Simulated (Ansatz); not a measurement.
# How strongly the parts of twisted 2H-MoTe2/1T-TiSe2 bilayer, 21.79° (42 atoms) bind

How much energy holds the two parts of twisted 2H-MoTe2/1T-TiSe2 bilayer, 21.79° (42 atoms) together, how does it fall off with distance, and how much does it hang on the functional?

Method: Kohn-Sham DFT, PBE+D3(BJ), PAW (set soft_2, large core), plane waves, in Ansatz 0.2.0.

**1. The starting structure**

The cell holds 42 atoms: 7 Mo, 14 Te, 7 Ti and 14 Se. Cell: a = 9.339 Å, b = 9.339 Å, c = 26.040 Å, α = 90.0°, β = 90.0°, γ = 120.0°. It derives from Te2Mo and TiSe2. 2H-MoTe2 (a = 3.52 Å) under 1T-TiSe2 (a = 3.54 Å), bilayer, commensurate cell of 7 unit cells a layer, twist 21.79 deg, both strained to the mean lattice constant; facing planes 3.34 Å apart; 16 Å of vacuum; layers as built, displaced by a Gaussian of 0.01 Å. Regions: layer 1, 21 atoms (7 Mo and 14 Te); layer 2, 21 atoms (7 Ti and 14 Se). Vacuum lies along c.

What the set-up can't give: The main run has no spin polarisation, so moments on Ti can't form in it, and no Hubbard term. No spin–orbit coupling is included, so levels derived from the heavy atoms are approximate.

**2. Single point at the start**

A single point comes first, to see the forces before anything moves.

File input.yaml:

```yaml
crystal:
  lattice:
    - [9.3395, 0.0, 0.0]
    - [-4.66975, 8.08824, 0.0]
    - [0.0, 0.0, 26.04]
  atoms:
    - { symbol: Mo, position: [0.19184, 0.23856, 0.37627] }
    - { symbol: Te, position: [0.23984, 0.0484, 0.44597] }
    - { symbol: Te, position: [0.23944, 0.04814, 0.30784] }
    - { symbol: Mo, position: [0.33282, 0.66684, 0.37609] }
    - { symbol: Te, position: [0.38055, 0.47572, 0.44586] }
    - { symbol: Te, position: [0.38028, 0.47656, 0.30719] }
    - { symbol: Mo, position: [0.47718, 0.09773, 0.37611] }
    - { symbol: Te, position: [0.52533, 0.90806, 0.44535] }
    - { symbol: Te, position: [0.52339, 0.90698, 0.30718] }
    - { symbol: Mo, position: [0.6192, 0.52323, 0.37661] }
    - { symbol: Te, position: [0.66632, 0.33442, 0.44538] }
    - { symbol: Te, position: [0.66592, 0.33439, 0.30699] }
    - { symbol: Mo, position: [0.76192, 0.95165, 0.37569] }
    - { symbol: Te, position: [0.80819, 0.7614, 0.44594] }
    - { symbol: Te, position: [0.80796, 0.76186, 0.30667] }
    - { symbol: Mo, position: [0.90441, 0.37933, 0.37596] }
    - { symbol: Te, position: [0.95247, 0.18865, 0.4455] }
    - { symbol: Te, position: [0.9528, 0.19105, 0.30716] }
    - { symbol: Mo, position: [0.04707, 0.80867, 0.37672] }
    - { symbol: Te, position: [0.09563, 0.6193, 0.4453] }
    - { symbol: Te, position: [0.09302, 0.61736, 0.30662] }
    - { symbol: Ti, position: [0.14046, 0.71263, 0.63336] }
    - { symbol: Se, position: [0.38152, 0.90564, 0.69286] }
    - { symbol: Se, position: [0.33197, 0.66523, 0.57402] }
    - { symbol: Ti, position: [0.99951, 0.99965, 0.63334] }
    - { symbol: Se, position: [0.23746, 0.19105, 0.69258] }
    - { symbol: Se, position: [0.19042, 0.95292, 0.57371] }
    - { symbol: Ti, position: [0.28734, 0.42805, 0.63299] }
    - { symbol: Se, position: [0.52331, 0.61695, 0.69234] }
    - { symbol: Se, position: [0.47863, 0.38337, 0.57371] }
    - { symbol: Ti, position: [0.56907, 0.85682, 0.63347] }
    - { symbol: Se, position: [0.81163, 0.04944, 0.69276] }
    - { symbol: Se, position: [0.76175, 0.80843, 0.57354] }
    - { symbol: Ti, position: [0.4284, 0.14223, 0.63245] }
    - { symbol: Se, position: [0.66622, 0.33268, 0.69276] }
    - { symbol: Se, position: [0.61969, 0.09548, 0.57354] }
    - { symbol: Ti, position: [0.71531, 0.56996, 0.63308] }
    - { symbol: Se, position: [0.95208, 0.76021, 0.69292] }
    - { symbol: Se, position: [0.9037, 0.52366, 0.57409] }
    - { symbol: Ti, position: [0.85852, 0.28868, 0.63371] }
    - { symbol: Se, position: [0.09493, 0.47442, 0.6927] }
    - { symbol: Se, position: [0.04763, 0.24019, 0.57409] }
kpoints:
  mp_grid: { grid: [3, 3, 1] }
hamiltonian:
  xc: pbe
  dispersion: d3bj
  pseudopotentials: { kind: paw, core: large }
scf:
  occupations: { method: fermi_dirac, width: 0.05 }
output:
  forces: true
```

Launch:

```bash
$ ansatz run input.yaml --threads 8 --pin off --max-ram 31232MiB --backend cpu --events-out ev --progress --plain --runs-dir out
```

Numbers of over 12 decimals in the logs are rounded to 6 here.

Log:

```text
Engine: ansatz 0.2.0, aarch64-unknown-linux-gnu
Pseudopotentials: kind: paw
Pseudopotential: Mo, paw, valence charge 14, recommended cutoff 420 eV (normal), Mo.paw.azcp
Pseudopotential: Te, paw, valence charge 6, recommended cutoff 420 eV (normal), Te.paw.azcp#standard-large-core
Pseudopotential: Ti, paw, valence charge 12, recommended cutoff 420 eV (normal), Ti.paw.azcp
Pseudopotential: Se, paw, valence charge 6, recommended cutoff 420 eV (normal), Se.paw.azcp#standard-large-core
[... 5 lines on functional and potentials left out ...]
Crystal: 42 atoms, lattice volume = 1967.065 Å³
Basis set: ecut = 420 eV, 38463 PW (Γ), exchange–correlation on 128×128×360 points (8 copies of the dense FFT grid, shifted against one another)
Bands: 217, of which v1, the nominal top of the filled ones, is band 175 counted from 1 (174 counted from 0)
Symmetry: 1 space group operations
Space group: P1 (ITA 1), of the structure as read, at distance tolerance 1.3e-4 Å
k-points: 5 of 9 (time reversal used)
[... 9 lines on functional and potentials left out ...]
Initial density: superposition of atomic densities (neutral atoms: chi_scale 0, normalization atom)
Initial wavefunctions: pseudopotential atomic-orbital guess
Functional: x = pbe(κ = 0.804, μ = 0.219515), c = pbe(β = 0.066725)
SCF iter   1: F=—  HF=-157570.348545 eV  |F-HF|=—  |Δ(HF+E_count)|=         —  Δρ=3.60e-2  dr2=1.10e2  ethr=3.10e-3  ⟨swp⟩=7.4  Hψ=5270  notcnv=0  defer=27
preconditioner: auto → LDOS  [metal: Δε(μ)=0.042 eV  Ē_g=6.647 eV  σ=0.050 eV  W_gap=0.21  n_scr=250 (ndim 8)  ℏωp=12.9 eV  f_vac=0.464  D(μ)=27.49/eV (n_scr^D=138)  β→1.0]
SCF iter   2: F=—  HF=-157564.472398 eV  |F-HF|=—  |Δ(HF+E_count)|=    5.88e0  Δρ=2.65e-2  dr2=1.56e1  ethr=3.10e-3  ⟨swp⟩=4.0  Hψ=2796  notcnv=0  defer=52
SCF iter   3: F=—  HF=-157562.186007 eV  |F-HF|=—  |Δ(HF+E_count)|=    2.29e0  Δρ=1.06e-2  dr2=1.02e1  ethr=3.10e-3  ⟨swp⟩=4.0  Hψ=2689  notcnv=0  defer=9
automatic band count: iteration 3 solves 209 bands in place of 217: the levels show a gap, and the empty bands left out lie too high to hold charge; the band table lists the bands solved (type scf.n_extra_bands for more)
SCF iter   4: F=—  HF=-157561.891140 eV  |F-HF|=—  |Δ(HF+E_count)|=   2.95e-1  Δρ=6.49e-3  dr2=8.65e0  ethr=2.91e-3  ⟨swp⟩=4.6  Hψ=3078  notcnv=0  defer=1
SCF iter   5: F=—  HF=-157560.981208 eV  |F-HF|=—  |Δ(HF+E_count)|=   9.10e-1  Δρ=2.71e-3  dr2=4.12e-1  ethr=2.47e-3  ⟨swp⟩=5.2  Hψ=1958  notcnv=0  defer=1
SCF iter   6: F=—  HF=-157561.280906 eV  |F-HF|=—  |Δ(HF+E_count)|=   3.00e-1  Δρ=6.51e-3  dr2=3.07e0  ethr=1.18e-4  ⟨swp⟩=4.0  Hψ=2557  notcnv=0  defer=15
SCF iter   7: F=—  HF=-157560.980743 eV  |F-HF|=—  |Δ(HF+E_count)|=   3.00e-1  Δρ=1.49e-3  dr2=5.79e-1  ethr=1.18e-4  ⟨swp⟩=6.2  Hψ=2923  notcnv=0  defer=62
automatic band count: iteration 7 solves 217 bands in place of 209: the levels no longer show a gap clear of their residuals, so the SCF keeps every band
SCF iter   8: F=—  HF=-157560.954877 eV  |F-HF|=—  |Δ(HF+E_count)|=   2.59e-2  Δρ=2.94e-4  dr2=2.89e-3  ethr=1.18e-4  ⟨swp⟩=1.8  Hψ=1278  notcnv=0  defer=55
SCF iter   9: F=—  HF=-157560.954817 eV  |F-HF|=—  |Δ(HF+E_count)|=   6.06e-5  Δρ=1.64e-4  dr2=4.20e-3  ethr=8.26e-7  ⟨swp⟩=4.2  Hψ=2416  notcnv=0  defer=55
SCF iter  10: F=—  HF=-157560.954633 eV  |F-HF|=—  |Δ(HF+E_count)|=   1.84e-4  Δρ=1.29e-4  dr2=1.12e-3  ethr=8.26e-7  ⟨swp⟩=2.0  Hψ=1326  notcnv=0  defer=55
SCF iter  11: F=—  HF=-157560.954576 eV  |F-HF|=—  |Δ(HF+E_count)|=   5.67e-5  Δρ=3.53e-5  dr2=5.77e-5  ethr=3.21e-7  ⟨swp⟩=3.0  Hψ=1578  notcnv=0  defer=55
SCF iter  12: F=—  HF=-157560.955366 eV  |F-HF|=—  |Δ(HF+E_count)|=   7.90e-4  Δρ=1.52e-5  dr2=7.56e-6  ethr=1.65e-8  ⟨swp⟩=3.0  Hψ=1648  notcnv=0  defer=55
SCF iter  13: F=—  HF=-157560.955369 eV  |F-HF|=—  |Δ(HF+E_count)|=   3.12e-6  Δρ=8.81e-6  dr2=8.00e-6  ethr=2.16e-9  ⟨swp⟩=2.8  Hψ=1541  notcnv=0  defer=55
SCF iter  14: F=—  HF=-157560.955369 eV  |F-HF|=—  |Δ(HF+E_count)|=   3.65e-7  Δρ=4.17e-6  dr2=1.81e-6  ethr=2.16e-9  ⟨swp⟩=2.4  Hψ=1255  notcnv=0  defer=55
SCF iter  15: F=—  HF=-157560.955370 eV  |F-HF|=—  |Δ(HF+E_count)|=   4.15e-7  Δρ=2.33e-6  dr2=2.51e-7  ethr=5.18e-10  ⟨swp⟩=1.8  Hψ=1246  notcnv=0  defer=55
SCF iter  16: F=-157560.955370 eV  HF=-157560.955370 eV  |F-HF|=8.60e-8  |Δ(HF+E_count)|=   3.01e-7  Δρ=1.26e-6  dr2=5.67e-8  ethr=2.86e-11  ⟨swp⟩=6.0  Hψ=4021  notcnv=0
SCF 1 converged in 16 iterations: F = -157560.955370 eV  dr2 = 5.67e-8
  greatest PAW one-centre occupation: 0.999 electrons in one spin orbital (limit 2), on the Ti atom at site 27 (counted from 0), in its partial waves of l = 0
SCF converged after 16 iterations
Free energy (F): -157560.955370 eV
Harris-Foulkes:  -157560.955370 eV  (|F-HF|=8.60e-8)
Internal energy: -157560.875846 eV  (E = F + TS)
E sigma→0 (E₀):  -157560.915608 eV
Entropy (-TS):   -0.079524 eV (-1.893 meV/atom)
Fermi energy:    1.954724 eV
--- Per-component energies (eV) ---
  E_band       = -4998.518506
  E_kinetic    = 7344.738821
  E_local      = -200253.722232  (includes V_loc(G=0)·N_el)
  E_nonlocal   = 2350.175787
  E_hartree    = 96327.253607
  E_xc         = -9584.532147
  E_vxc        = -4753.126863  (∫ρ·V_xc dr)
  E_paw        = -122735.709930  (= ΣΔE_a)
  E_vpaw       = -2341.093093  (= ΣTr[D̂ρ^β])
  E_aug_tail   = 0.001106  (compensation charges beyond the density's cutoff)
  E_ewald      = 69007.931044
  E_disp       = -17.011902  (pairwise vdW)
  E_smearing   = -0.079524  (= −TS)
  E_closure    = 0.000000  (closes the sum)
  Σ components = -157560.955370   (vs F -157560.955370, Δ=0.00e0)
--- Forces (eV/Å), atoms counted from 1 ---
  atom   1  Mo    -0.15389643    -0.04572024     0.16344805
  atom   2  Te    -0.08291997     0.03386291    -0.17111578
  atom   3  Te    -0.13220533    -0.10050943    -0.24929445
  atom   4  Mo     0.02670539     0.07148552     0.06234101
  atom   5  Te    -0.07938820     0.14281138     0.01959950
  atom   6  Te     0.08462333     0.01896128    -0.08947718
  atom   7  Mo     0.05864780    -0.07690439     0.22509266
  atom   8  Te     0.00265195    -0.24636919     0.01770490
  atom   9  Te     0.04831378    -0.11319527    -0.13368350
  atom  10  Mo    -0.18710349     0.17831507    -0.10750093
  atom  11  Te     0.17975991    -0.03577222     0.25365065
  atom  12  Te     0.10082434     0.01000721    -0.13987122
  atom  13  Mo    -0.03609800     0.03633830     0.26915719
  atom  14  Te     0.12564595     0.00116344    -0.19016579
[...]
atom  41  Se     0.00472660     0.14174594     0.03276562
  atom  42  Se     0.11878643    -0.05661022     0.19406054
  max |Σ_I F_I| component: 8.79e-5 eV/Å
```

It took 1.9 min on 8 threads of Arm Neoverse N1, shared host; peak memory 8.3 GiB.

The program notes that potentials were chosen by core size.

The r.m.s. force at the start is 0.12 eV/Å.

**3. Relaxation**

The atoms are relaxed in the fixed cell, aiming at the force tolerance of the input.

File input.yaml:

```yaml
crystal:
  lattice:
    - [9.3395, 0.0, 0.0]
    - [-4.66975, 8.08824, 0.0]
    - [0.0, 0.0, 26.04]
  atoms:
    [... the 42 atom lines of step 2 ...]
kpoints:
  mp_grid: { grid: [3, 3, 1] }
hamiltonian:
  xc: pbe
  dispersion: d3bj
  pseudopotentials: { kind: paw, core: large }
scf:
  occupations: { method: fermi_dirac, width: 0.05 }
output:
  forces: true
relax:
  f_tol: 0.05
  max_steps: 120
```

Log:

```text
[...]
Crystal: 42 atoms, lattice volume = 1967.065 Å³
Basis set: ecut = 420 eV, 38463 PW (Γ), exchange–correlation on 128×128×360 points (8 copies of the dense FFT grid, shifted against one another)
Bands: 217, of which v1, the nominal top of the filled ones, is band 175 counted from 1 (174 counted from 0)
Symmetry: 1 space group operations
[...]
k-points: 5 of 9 (time reversal used)
[...]
SCF iter   1: F=—  HF=-157570.348549 eV  |F-HF|=—  |Δ(HF+E_count)|=         —  Δρ=3.60e-2  dr2=1.10e2  ethr=3.10e-3  ⟨swp⟩=7.4  Hψ=5270  notcnv=0  defer=27
[...]
SCF iter  12: F=-157560.955351 eV  HF=-157560.955365 eV  |F-HF|=1.36e-5  |Δ(HF+E_count)|=   3.41e-6  Δρ=2.47e-5  dr2=2.37e-5  ethr=1.79e-8  ⟨swp⟩=3.8  Hψ=4147  notcnv=0
SCF 1 converged in 12 iterations: F = -157560.955351 eV  dr2 = 2.37e-5
[...]
relax step   1: F+E_penalty+E_count = -157560.95535108 eV  Δ(F+E_penalty+E_count) = +0.000e0 eV  max|allowed force component| = 3.872e-1 eV/Å  Δτ_max = 0.0000 Å  (12 SCF iters, dr2 threshold 6.25e-5 eV, accepted)
[...]
relax step   2: F+E_penalty+E_count = -157560.75915779 eV  Δ(F+E_penalty+E_count) = +1.962e-1 eV  max|allowed force component| = 7.719e-1 eV/Å  Δτ_max = 0.1678 Å  (10 SCF iters, dr2 threshold 9.37e-6 eV, rejected (line search))
[...]
relax step   3: F+E_penalty+E_count = -157561.03274403 eV  Δ(F+E_penalty+E_count) = -7.739e-2 eV  max|allowed force component| = 2.674e-2 eV/Å  Δτ_max = 0.0483 Å  (14 SCF iters, accepted)
SCF converged after 14 iterations
Free energy (F): -157561.032744 eV
[...]
Internal energy: -157560.953903 eV  (E = F + TS)
E sigma→0 (E₀):  -157560.993323 eV
Entropy (-TS):   -0.078841 eV (-1.877 meV/atom)
Fermi energy:    1.959272 eV
[...]
--- Forces (eV/Å), atoms counted from 1 ---
  atom   1  Mo    -0.00161640     0.00128191     0.00370205
  atom   2  Te     0.00135942     0.00069488    -0.00303888
  atom   3  Te     0.00011824     0.00127979     0.00340450
  atom   4  Mo     0.00007077    -0.00095724    -0.02674398
  atom   5  Te    -0.00049750     0.00236308    -0.01565557
  atom   6  Te    -0.00027837    -0.00166466     0.00599376
  atom   7  Mo     0.00112398    -0.00437428     0.01140798
  atom   8  Te    -0.00288473    -0.00230230    -0.01478566
  atom   9  Te     0.00152517     0.00079501     0.00650212
  atom  10  Mo    -0.00209775    -0.00220913     0.01550186
  atom  11  Te    -0.00149553    -0.00001750     0.00351773
  atom  12  Te    -0.00019169    -0.00075270     0.00572145
  atom  13  Mo     0.00074289    -0.00259638     0.00387255
  atom  14  Te    -0.00030545    -0.00245213    -0.00176600
[...]
atom  41  Se    -0.00180109     0.00548439    -0.00659949
  atom  42  Se     0.00379060     0.00180470    -0.00029696
  max |Σ_I F_I| component: 3.25e-5 eV/Å
--- Relaxed structure (3 steps of the walk, 2 accepted, 0 SCFs on fresh bases) ---
  F+E_penalty+E_count = -157561.03274403 eV   max|allowed force component| = 2.674e-2 eV/Å
  atoms:
    - { symbol: Mo, position: [0.190291, 0.239931, 0.376662] }
    - { symbol: Te, position: [0.239190, 0.050243, 0.445564] }
    - { symbol: Te, position: [0.239186, 0.049071, 0.307553] }
    - { symbol: Mo, position: [0.333300, 0.666921, 0.376665] }
[...]
- { symbol: Se, position: [0.050027, 0.239134, 0.574332] }
```

Wall time 4.4 min (8 threads); peak memory 8.4 GiB.

The relaxation converged after 3 steps, 0.0774 eV below its start, with a largest force component of 0.027 eV/Å.

(Part 1 of 3 ends here.)

[Logs are printed without paths, hosts, clocks, repeated set-up lines and the standing remarks that a program may print on its own settings, such as how far it seeks lower states.]

[Hosts, paths, dates, database ids (printed as entryN), source tags and the programs' standing remarks are cut or masked in the printed files.]
